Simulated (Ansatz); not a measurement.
**BiPd2, from a guessed structure to a relaxed one**

Starting from a made-up structure for BiPd2, the aim is the relaxed cell, its shortest contacts and, where a second run follows, its electronic structure.

Program: Ansatz 0.2.0. Level of theory: DFT, PBE, plane-wave PAW, files of the set soft_1, scalar-relativistic, no spin, cell and ions relaxed at zero pressure; PAW set soft_1, in the first sound run; inputs show where later runs differ. Results are calculated unless marked as measured.

### Step 1. Set-up

The structure is orthorhombic, space group Immm (No. 71). The conventional cell has a = 3.157 Å, b = 4.326 Å, c = 9.231 Å, α = 90.00°, β = 90.00°, γ = 90.00°. Nearest to Bi lie 10 Pd at 3.08 to 3.09 Å and 2 Bi at 3.16 Å. Pd has 7 Pd at 3.06 to 3.16 Å and 5 Bi at 3.08 to 3.09 Å nearest. Farther neighbours are not listed.

### Step 2. Relaxation of the guess

The guess takes its coordinates from another compound and its volume from a rule, so the cell and any free coordinates are relaxed together.

input.yaml

```yaml
crystal:
  lattice:
    - [-1.5785, 2.163, 4.6155]
    - [1.5785, -2.163, 4.6155]
    - [1.5785, 2.163, -4.6155]
  atoms:
    - { symbol: Bi, position: [0.0, 0.0, 0.0] }
    - { symbol: Pd, position: [0.3344, 0.3344, 0.0] }
    - { symbol: Pd, position: [0.6656, 0.6656, 0.0] }
kpoints:
  mp_grid: { grid: [10, 10, 10] }
scf:
  occupations: { method: fermi_dirac, width: 0.05 }
hamiltonian:
  xc: pbe
  pseudopotentials: { kind: paw, azcp: { folder: soft_1 } }
relax:
  f_tol: 0.015
  max_steps: 70
  cell: {}
output:
  forces: true
  stress: true
```

Run with:

```
> ansatz run input.yaml --threads 4 --pin off --max-ram 8192MiB --backend cpu --events-out ev --progress --plain --runs-dir out
```

Numbers of over 12 decimals in the logs are rounded to 6 here.

The program printed:

```text
basis.fft_grid_basis auto: the FFT boxes are laid along the combinations [[1, 0, 1], [0, 1, 1], [0, 0, 1]] of the cell's own vectors, 4.326, 3.157 and 5.336 Å long. The dense box has 30×24×36 points. Along the cell's own vectors, as sized, it would have 36×36×36, 1.80 times as many. Of the 8 symmetry operations that the crystal satisfies within crystal.symmetry.tolerance (time reversal apart; of a slab, those that ke [...]
Engine: ansatz 0.2.0, x86_64-unknown-linux-gnu
Pseudopotentials: kind: paw
Pseudopotential: Bi, paw, valence charge 15, recommended cutoff 420 eV (normal), soft_1/Bi.paw.azcp
Pseudopotential: Pd, paw, valence charge 18, recommended cutoff 420 eV (normal), soft_1/Pd.paw.azcp
Functional definition: PBE
  parameter kappa = 0.804
  parameter beta = 0.066725
  exchange = pbe_x(kappa = kappa, mu = beta*pi^2/3)
  correlation = pbe_c(beta = beta)
Crystal: 3 atoms, lattice volume = 63.035 Å³
Basis set: ecut = 420 eV, 1237 PW (Γ), FFT grids on a1+a3, a2+a3, a3, exchange–correlation on 60×48×72 points (8 copies of the dense FFT grid, shifted against one another)
Bands: 31, of which v1, the nominal top of the filled ones, is band 26 counted from 1 (25 counted from 0)
Symmetry: 8 space group operations
Space group: Immm (ITA 71), of the structure as read, at distance tolerance 4.0e-5 Å
k-points: 171 of 1000
Non-local potential: Bi, projectors of the file, l = 0: 2, l = 1: 2, l = 2: 2, l = 3: 1
Non-local potential: Pd, projectors of the file, l = 0: 2, l = 1: 2, l = 2: 2, l = 3: 1
PAW form: soft (Blöchl's): semilocal exchange-correlation on the pseudo side does not see the compensation charge
PAW one-centre angular grid: Bi, 590 points (default); XC on 64 Gauss nodes
PAW one-centre angular grid: Pd, 590 points (default); XC on 64 Gauss nodes
Initial density: superposition of atomic densities (chi_scale 0.1, normalization cell, long waves kept (reshape's long-wave potential 0.00 eV rms))
Initial wavefunctions: pseudopotential atomic-orbital guess
Functional: x = pbe(κ = 0.804, μ = 0.219515), c = pbe(β = 0.066725)
SCF iter   1: F=—  HF=-26348.842782 eV  |F-HF|=—  |Δ(HF+E_count)|=         —  Δρ=1.49e-1  dr2=2.07e1  ethr=3.10e-3  ⟨swp⟩=6.0  Hψ=21800  notcnv=0
preconditioner: auto → Kerker (q_TF=auto, 2.634 Å⁻¹)  [metal: Δε(μ)=0.004 eV  Ē_g=13.019 eV  σ=0.050 eV  W_gap=0.02  n_scr=18 (ndim 8)  ℏωp=27.7 eV  f_vac=0.000  D(μ)=3.43/eV (n_scr^D=34)]
SCF iter   2: F=—  HF=-26346.220227 eV  |F-HF|=—  |Δ(HF+E_count)|=    2.62e0  Δρ=6.47e-2  dr2=4.58e0  ethr=3.10e-3  ⟨swp⟩=2.3  Hψ=10503  notcnv=0  defer=35
SCF iter   3: F=—  HF=-26345.477301 eV  |F-HF|=—  |Δ(HF+E_count)|=   7.43e-1  Δρ=1.49e-2  dr2=3.08e-1  ethr=3.10e-3  ⟨swp⟩=2.1  Hψ=8743  notcnv=0  defer=72
SCF iter   4: F=—  HF=-26345.429997 eV  |F-HF|=—  |Δ(HF+E_count)|=   4.73e-2  Δρ=2.94e-3  dr2=9.89e-3  ethr=6.04e-4  ⟨swp⟩=2.1  Hψ=6975  notcnv=0  defer=92
SCF iter   5: F=—  HF=-26345.428961 eV  |F-HF|=—  |Δ(HF+E_count)|=   1.04e-3  Δρ=6.81e-4  dr2=4.89e-4  ethr=1.94e-5  ⟨swp⟩=2.0  Hψ=6944  notcnv=0  defer=92
SCF iter   6: F=—  HF=-26345.428892 eV  |F-HF|=—  |Δ(HF+E_count)|=   6.98e-5  Δρ=2.12e-4  dr2=2.53e-5  ethr=9.59e-7  ⟨swp⟩=2.1  Hψ=7487  notcnv=0  defer=92
SCF iter   7: F=—  HF=-26345.428889 eV  |F-HF|=—  |Δ(HF+E_count)|=   2.90e-6  Δρ=3.90e-5  dr2=1.02e-6  ethr=4.95e-8  ⟨swp⟩=2.7  Hψ=8372  notcnv=0  defer=92
SCF iter   8: F=-26345.428889 eV  HF=-26345.428889 eV  |F-HF|=5.35e-9  |Δ(HF+E_count)|=   2.74e-7  Δρ=8.90e-6  dr2=5.04e-8  ethr=1.96e-10  ⟨swp⟩=4.3  Hψ=17794  notcnv=0
SCF 1 converged in 8 iterations: F = -26345.428889 eV  dr2 = 5.04e-8
  greatest PAW one-centre occupation: 0.999 electrons in one spin orbital (limit 2), on the Pd atom at site 2 (counted from 0), in its partial waves of l = 0
relax step   1: F+E_penalty+E_count = -26345.42888905 eV  Δ(F+E_penalty+E_count) = +0.000e0 eV  max|allowed force component| = 2.270e-1 eV/Å  Δτ_max = 0.0000 Å  P = -8.042 GPa  Ω = 63.035 Å³  (8 SCF iters, dr2 threshold 1.00e-7 eV, accepted)
Crystal: 3 atoms, lattice volume = 56.810 Å³
Basis set: ecut = 420 eV, 1125 PW (Γ), FFT grids on a1+a3, a2+a3, a3, exchange–correlation on 60×48×72 points (8 copies of the dense FFT grid, shifted against one another)
Initial density: handed on by an earlier stage of this run
Initial wavefunctions: those handed on with the density
iter 1 solved again at ethr=3.33e-4 eV; its pass at ethr=3.10e-3 eV (dr2=1.70e-1 eV) is discarded
SCF iter   1: F=—  HF=-26345.717203 eV  |F-HF|=—  |Δ(HF+E_count)|=         —  Δρ=1.34e-2  dr2=1.70e-1  ethr=3.33e-4  ⟨swp⟩=1.0  Hψ=26246  notcnv=0
preconditioner: auto → Kerker (q_TF=auto, 2.680 Å⁻¹)  [metal: Δε(μ)=0.009 eV  Ē_g=13.785 eV  σ=0.050 eV  W_gap=0.04  n_scr=18 (ndim 8)  ℏωp=29.1 eV  f_vac=0.000  D(μ)=1.20/eV (n_scr^D=6)]
SCF iter   2: F=—  HF=-26345.694066 eV  |F-HF|=—  |Δ(HF+E_count)|=   2.31e-2  Δρ=6.92e-3  dr2=5.13e-2  ethr=3.33e-4  ⟨swp⟩=2.0  Hψ=6161  notcnv=0
SCF iter   3: F=—  HF=-26345.684096 eV  |F-HF|=—  |Δ(HF+E_count)|=   9.97e-3  Δρ=1.41e-3  dr2=2.77e-3  ethr=1.01e-4  ⟨swp⟩=2.1  Hψ=6820  notcnv=0
SCF iter   4: F=—  HF=-26345.683661 eV  |F-HF|=—  |Δ(HF+E_count)|=   4.35e-4  Δρ=3.92e-4  dr2=1.22e-4  ethr=5.44e-6  ⟨swp⟩=1.8  Hψ=6843  notcnv=0
SCF iter   5: F=—  HF=-26345.683630 eV  |F-HF|=—  |Δ(HF+E_count)|=   3.04e-5  Δρ=9.23e-5  dr2=6.42e-6  ethr=2.40e-7  ⟨swp⟩=2.0  Hψ=7346  notcnv=0
SCF iter   6: F=—  HF=-26345.683630 eV  |F-HF|=—  |Δ(HF+E_count)|=   7.01e-7  Δρ=2.57e-5  dr2=3.60e-7  ethr=1.26e-8  ⟨swp⟩=2.1  Hψ=7090  notcnv=0
SCF iter   7: F=-26345.683630 eV  HF=-26345.683630 eV  |F-HF|=1.59e-9  |Δ(HF+E_count)|=   4.64e-9  Δρ=5.32e-6  dr2=1.45e-8  ethr=5.88e-10  ⟨swp⟩=4.0  Hψ=16808  notcnv=0
SCF 2 converged in 7 iterations: F = -26345.683630 eV  dr2 = 1.45e-8
relax step   2: F+E_penalty+E_count = -26345.68362965 eV  Δ(F+E_penalty+E_count) = -2.547e-1 eV  max|allowed force component| = 1.130e-1 eV/Å  Δτ_max = 0.0330 Å  P = +0.768 GPa  Ω = 56.810 Å³  energy of the carried Pulay correction = +1.187e-3 eV  (7 SCF iters, dr2 threshold 3.00e-7 eV, accepted)
Crystal: 3 atoms, lattice volume = 56.625 Å³
Basis set: ecut = 420 eV, 1129 PW (Γ), FFT grids on a1+a3, a2+a3, a3, exchange–correlation on 60×48×72 points (8 copies of the dense FFT grid, shifted against one another)
iter 1 solved again at ethr=1.52e-5 eV; its pass at ethr=3.10e-3 eV (dr2=7.77e-3 eV) is discarded
SCF iter   1: F=—  HF=-26345.762054 eV  |F-HF|=—  |Δ(HF+E_count)|=         —  Δρ=4.85e-3  dr2=7.24e-3  ethr=1.52e-5  ⟨swp⟩=1.7  Hψ=29924  notcnv=0
[...]
[... from here on, the SCF cycles and remarks between the steps are left out ...]
relax step   4: F+E_penalty+E_count = -26345.78512176 eV  Δ(F+E_penalty+E_count) = -2.429e-2 eV  max|allowed force component| = 2.137e-2 eV/Å  Δτ_max = 0.0096 Å  P = -0.022 GPa  Ω = 57.238 Å³  energy of the carried Pulay correction = +1.102e-3 eV  (6 SCF iters, dr2 threshold 3.00e-7 eV, accepted)
relax step   5: F+E_penalty+E_count = -26345.80269079 eV  Δ(F+E_penalty+E_count) = -1.757e-2 eV  max|allowed force component| = 1.820e-2 eV/Å  Δτ_max = 0.0072 Å  P = +0.256 GPa  Ω = 57.068 Å³  energy of the carried Pulay correction = +1.136e-3 eV  (6 SCF iters, dr2 threshold 3.00e-7 eV, accepted)
relax step   6: F+E_penalty+E_count = -26345.80489298 eV  Δ(F+E_penalty+E_count) = -2.202e-3 eV  max|allowed force component| = 5.725e-4 eV/Å  Δτ_max = 0.0007 Å  P = -0.003 GPa  Ω = 57.145 Å³  energy of the carried Pulay correction = +1.120e-3 eV  (6 SCF iters, dr2 threshold 3.00e-7 eV, accepted)
relax step   7: F+E_penalty+E_count = -26345.80506116 eV  Δ(F+E_penalty+E_count) = -1.682e-4 eV  max|allowed force component| = 3.982e-3 eV/Å  Δτ_max = 0.0018 Å  P = +0.048 GPa  Ω = 57.089 Å³  energy of the carried Pulay correction = +1.132e-3 eV  (6 SCF iters, dr2 threshold 1.21e-7 eV, accepted)
relax step   8: F+E_penalty+E_count = -26345.80512552 eV  Δ(F+E_penalty+E_count) = -6.435e-5 eV  max|allowed force component| = 1.186e-3 eV/Å  Δτ_max = 0.0012 Å  P = -0.091 GPa  Ω = 57.168 Å³  energy of the carried Pulay correction = +1.116e-3 eV  (6 SCF iters, dr2 threshold 3.97e-8 eV, accepted)
relax step   9: F+E_penalty+E_count = -26345.80515250 eV  Δ(F+E_penalty+E_count) = -2.698e-5 eV  max|allowed force component| = 7.713e-4 eV/Å  Δτ_max = 0.0001 Å  P = +0.001 GPa  Ω = 57.122 Å³  energy of the carried Pulay correction = +1.125e-3 eV  (6 SCF iters, dr2 threshold 3.44e-8 eV, accepted)
relax step  10: F+E_penalty+E_count = -26345.80686711 eV  Δ(F+E_penalty+E_count) = -1.715e-3 eV  max|allowed force component| = 7.800e-4 eV/Å  Δτ_max = 0.0000 Å  P = +0.138 GPa  Ω = 57.122 Å³  stress off target by 4.04e-1 GPa  SCF on the basis re-selected at this cell (its energy is not comparable with the rows above)  (6 SCF iters)
relax step  11: F+E_penalty+E_count = -26345.80763993 eV  Δ(F+E_penalty+E_count) = -7.728e-4 eV  max|allowed force component| = 9.118e-5 eV/Å  Δτ_max = 0.0001 Å  P = +0.034 GPa  Ω = 57.183 Å³  energy of the carried Pulay correction = -1.179e-5 eV  (6 SCF iters, dr2 threshold 3.00e-7 eV, accepted)
relax step  12: F+E_penalty+E_count = -26345.80766830 eV  Δ(F+E_penalty+E_count) = -2.837e-5 eV  max|allowed force component| = 2.758e-4 eV/Å  Δτ_max = 0.0000 Å  P = +0.002 GPa  Ω = 57.202 Å³  energy of the carried Pulay correction = -1.563e-5 eV  (6 SCF iters, dr2 threshold 2.05e-8 eV, accepted)
Basis set: ecut = 420 eV, 1083 PW (Γ), FFT grids on a1+a3, a2+a3, a3, exchange–correlation on 50×50×72 points (8 copies of the dense FFT grid, shifted against one another)
iter 1 solved again at ethr=2.34e-8 eV; its pass at ethr=3.10e-3 eV (dr2=1.20e-5 eV) is discarded
SCF iter   1: F=—  HF=-26345.807667 eV  |F-HF|=—  |Δ(HF+E_count)|=         —  Δρ=7.40e-5  dr2=8.60e-8  ethr=2.34e-8  ⟨swp⟩=3.8  Hψ=36554  notcnv=0
SCF iter   2: F=—  HF=-26345.807675 eV  |F-HF|=—  |Δ(HF+E_count)|=   8.12e-6  Δρ=3.77e-5  dr2=2.22e-8  ethr=1.69e-10  ⟨swp⟩=2.1  Hψ=7934  notcnv=0
SCF iter   3: F=—  HF=-26345.807679 eV  |F-HF|=—  |Δ(HF+E_count)|=   3.39e-6  Δρ=5.04e-7  dr2=4.04e-11  ethr=4.36e-11  ⟨swp⟩=2.0  Hψ=7098  notcnv=0
iter 4 did not close the SCF: its close was put off for the readings that it lacked (scf_convergence_deferred on its scf_iter line)
SCF iter   4: F=-26345.807679 eV  HF=-26345.807679 eV  |F-HF|=7.28e-12  |Δ(HF+E_count)|=  1.16e-10  Δρ=1.49e-7  dr2=4.28e-12  ethr=1.00e-12  ⟨swp⟩=1.0  Hψ=5301  notcnv=0
iter 5 did not close the SCF: its close was put off for the readings that it lacked (scf_convergence_deferred on its scf_iter line)
SCF iter   5: F=-26345.807679 eV  HF=-26345.807679 eV  |F-HF|=3.64e-12  |Δ(HF+E_count)|=  1.46e-11  Δρ=2.63e-8  dr2=2.02e-13  ethr=1.00e-12  ⟨swp⟩=1.0  Hψ=5301  notcnv=0
iter 6 did not close the SCF: its close was put off for the readings that it lacked (scf_convergence_deferred on its scf_iter line)
SCF iter   6: F=-26345.807679 eV  HF=-26345.807679 eV  |F-HF|=7.28e-12  |Δ(HF+E_count)|=    0.00e0  Δρ=6.62e-9  dr2=2.01e-14  ethr=1.00e-12  ⟨swp⟩=1.0  Hψ=5301  notcnv=0
iter 7 did not close the SCF: its close was put off for the readings that it lacked (scf_convergence_deferred on its scf_iter line)
SCF iter   7: F=-26345.807679 eV  HF=-26345.807679 eV  |F-HF|=7.28e-12  |Δ(HF+E_count)|=  7.28e-12  Δρ=1.86e-9  dr2=2.10e-15  ethr=1.00e-12  ⟨swp⟩=1.0  Hψ=5301  notcnv=0
SCF iter   8: F=-26345.807679 eV  HF=-26345.807679 eV  |F-HF|=3.64e-12  |Δ(HF+E_count)|=    0.00e0  Δρ=5.25e-10  dr2=2.24e-16  ethr=1.00e-12  ⟨swp⟩=2.0  Hψ=14237  notcnv=0
SCF 13 converged in 8 iterations: F = -26345.807679 eV  dr2 = 2.24e-16
relax step  13: F+E_penalty+E_count = -26345.80767865 eV  Δ(F+E_penalty+E_count) = -1.036e-5 eV  max|allowed force component| = 2.762e-4 eV/Å  Δτ_max = 0.0000 Å  P = +0.002 GPa  Ω = 57.202 Å³  stress off target by 7.41e-3 GPa  SCF on the basis re-selected at this cell (its energy is not comparable with the rows above)  (8 SCF iters)
basis re-selected at this cell: Δ(F+E_penalty+E_count) = -1.036e-5 eV, ΔP = -0.001 GPa vs the last step (what re-selecting the basis moved, of the pressure what is left beyond the Pulay correction that the steps carried, after the strain that the cell walked since its last selection, with what the two solves' SCF thresholds leave and, on support functions, any second-order correction that the steps lacked; it is no measure of the basis error at this ecutwfc). The dense FFT grid was sized anew with the basis: this SCF ran on 25×25×36 points, the steps before it on 25×24×36, so part of this shift can come from that change (see relax.cell in the input reference). [rest of the remark cut]
SCF converged after 8 iterations
Free energy (F): -26345.807679 eV
Harris-Foulkes:  -26345.807679 eV  (|F-HF|=3.64e-12)
Internal energy: -26345.799927 eV  (E = F + TS)
E sigma→0 (E₀):  -26345.803803 eV
Entropy (-TS):   -0.007752 eV (-2.584 meV/atom)
Fermi energy:    16.673831 eV
--- Per-component energies (eV) ---
  E_band       = -390.019136
  E_kinetic    = 1155.614044
  E_local      = -5296.008588  (includes V_loc(G=0)·N_el)
  E_nonlocal   = 1152.685641
  E_hartree    = 2116.080255
  E_xc         = -428.322182
  E_vxc        = -481.138440  (∫ρ·V_xc dr)
  E_paw        = -18288.714864  (= ΣΔE_a)
  E_vpaw       = -1153.333003  (= ΣTr[D̂ρ^β])
  E_aug_tail   = 0.000700  (compensation charges beyond the density's cutoff)
  E_ewald      = -6757.134934
  E_smearing   = -0.007752  (= −TS)
  E_closure    = -0.000000  (closes the sum)
  Σ components = -26345.807679   (vs F -26345.807679, Δ=0.00e0)
--- Forces (eV/Å), atoms counted from 1 ---
  atom   1  Bi     0.00000000     0.00000000     0.00000000
  atom   2  Pd     0.00000000    -0.00000000    -0.00027624
  atom   3  Pd     0.00000000     0.00000000     0.00027624
  max |Σ_I F_I| component: 3.94e-31 eV/Å
--- Stress (GPa, compression-positive) ---
        0.007410      -0.000000       0.000000
       -0.000000      -0.001015      -0.000000
        0.000000      -0.000000      -0.001729
  P = ⅓ Tr σ = 0.0016 GPa (0.016 kbar)
--- Relaxed structure (11 steps of the walk, 11 accepted, 2 SCFs on fresh bases) ---
  F+E_penalty+E_count = -26345.80767865 eV   max|allowed force component| = 2.762e-4 eV/Å   (the final SCF, on the basis selected at the relaxed cell)
  cell:  # Å, volume = 57.2024 Å³
    - [-1.805410, 1.806113, 4.385640]
    - [1.805410, -1.806113, 4.385640]
    - [1.805410, 1.806113, -4.385640]
  atoms:
    - { symbol: Bi, position: [0, 0, 0] }
    - { symbol: Pd, position: [0.330428, 0.330428, 0] }
    - { symbol: Pd, position: [0.669572, 0.669572, 0] }
```

Run time: 27 s. Hardware: 4 threads of INTEL XEON PLATINUM 8581C at 2.10GHz (Emerald Rapids), shared host; peak memory 0.6 GiB; 1.7 min of CPU time.

The steps of the relaxation:

```
step  energy less that of the first step (eV)  largest force component (eV/Å)  pressure (GPa)  volume (Å³)
   1                                   0.0000                          0.2270           -8.04        63.03
   2                                  -0.2547                          0.1130            0.77        56.81
   3                                  -0.3319                          0.0752            1.12        56.63
   4                                  -0.3562                          0.0214           -0.02        57.24
   5                                  -0.3738                          0.0182            0.26        57.07
   6                                  -0.3760                          0.0006            0.00        57.14
   7                                  -0.3762                          0.0040            0.05        57.09
   8                                  -0.3762                          0.0012           -0.09        57.17
   9                                  -0.3763                          0.0008            0.00        57.12
 10*                                  -0.3780                          0.0008            0.14        57.12
  11                                  -0.3788                          0.0001            0.03        57.18
  12                                  -0.3788                          0.0003            0.00        57.20
 13*                                  -0.3788                          0.0003            0.00        57.20
```

Relaxation steps marked * repeat the geometry before them on a plane-wave basis chosen anew for their cell, so energy and pressure can jump there.

The run keeps the 8 symmetry operations that it works with, so distortions that break them were not tested.

```
     cell as run  before   after  change
           a (Å)   5.336   5.075  -4.9 %
           b (Å)   5.336   5.075  -4.9 %
           c (Å)   5.336   5.075  -4.9 %
           α (°)  145.59  138.32  -5.0 %
           β (°)  132.17  138.30  +4.6 %
           γ (°)   60.24   60.42  +0.3 %
volume (Å³/atom)   21.01   19.07  -9.3 %
```

The atoms that moved most (Å, as changes of fractional coordinates times the final cell):

```
atom     dx     dy      dz  length
 Pd2  0.000  0.000  -0.035   0.035
 Pd3  0.000  0.000   0.035   0.035
```

The relaxed structure:

```xyz
3
Lattice="-1.8054 1.8061 4.3856 1.8054 -1.8061 4.3856 1.8054 1.8061 -4.3856" Properties=species:S:1:pos:R:3 pbc="T T T"
Bi    0.0000    0.0000    0.0000
Pd    0.0000    0.0000    2.8983
Pd    0.0000    0.0000    5.8730
```

This step gave:

```yaml
free_energy: -26345.8077 eV
energy_at_zero_smearing: -26345.8038 eV
smearing_term_ts: 0.007752 eV
fermi_energy: 16.67 eV
electrons: 51
symmetry_operations: 8
pressure: 0.001555 GPa
```

The shortest distance of each pair, which need not be the same contact before and after:

```
 pair  guess (Å)  relaxed (Å)
Bi–Pd      3.083        2.898
Pd–Pd      3.057        2.918
Bi–Bi      3.157        3.611
```

The relaxation ends with a largest force component of 2.8e-4 eV/Å and a pressure of 0.00 GPa.

(Continued in part 2 of 2.)

[Logs are printed without paths, hosts, clocks, repeated set-up lines and the standing remarks that a program may print on its own settings, such as how far it seeks lower states.]

[Hosts, paths, dates, database ids (printed as entryN), source tags and the programs' standing remarks are cut or masked in the printed files.]
